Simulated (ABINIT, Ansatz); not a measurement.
### Quasiparticle gap of KBr (Fm-3m) in ABINIT

The structure is cubic, space group Fm-3m (No. 225). The conventional cell has a = 6.600 Å, b = 6.600 Å, c = 6.600 Å, α = 90.00°, β = 90.00°, γ = 90.00°. Nearest to K lie 6 Br at 3.30 Å. Nearest to Br lie 6 K at 3.30 Å. Farther neighbours, and contacts between anions beyond the nearest, are not listed.

* method: RPA screening on LDA, plane waves, norm-conserving pseudopotentials (and 2 further levels or steps)
* program: ABINIT 10.8.3
* settings: cutoff 32 Ha, PseudoDojo scalar-relativistic 0.4.1 standard, norm-conserving, ngkpt (4, 4, 4), nband 72, ecuteps 4.4 Ha, inclvkb 2, shiftk (0, 0, 0), symchi 1, awtr 1, frequency ppm, 4×4×4 k-mesh
* cost: 5 runs, 68 s in all on 4 MPI ranks of Intel Xeon Platinum 8375C at 2.90GHz (Ice Lake), shared host
* notes: The cell and positions come from the Crystallography Open Database and are kept as given unless a step says otherwise. Limits: no spin-orbit coupling.
* LDA gap: 4.03 eV, direct
* G0W0 gap on the mesh: 6.72 eV
* GW settings: 4×4×4 mesh, 72 bands, screening to 119.7 eV, Godby-Needs plasmon pole
* known limits: short of the basis limit; no spin-orbit coupling

G0W0 moves the gap on the mesh from 4.03 eV to 6.72 eV (+2.69 eV), with Z of 0.81 and 0.86 at the edges. Local fields lower the RPA ε∞ on this mesh from 2.99 to 2.50.

[Paths, hosts, dates, memory and timing lines, banners, echoed tables and standing remarks are left out of the program output; an Ansatz launch command may be rebuilt from the run's recorded settings. Measured values are a selection of at most five: reports struck by readers or far from the other reports are left out. None is set beside runs whose start may be inverted or whose files or cutoffs have a known fault.]

[Runs of the session that timed out or met a known fault of the program may be left out.]

[Hosts, paths, dates, database ids (printed as entryN), source tags and the programs' standing remarks are cut or masked in the printed files.]

[G0W0 gaps are taken among the corrected bands and points alone; a level outside them can change the order at an edge.]

[Where Ansatz stands beside ABINIT at settings called matched, ABINIT's density can come from a denser mesh and the files from another edition; pairs whose starting gaps differed by over 0.03 eV were left out, so agreement reads better than it is.]
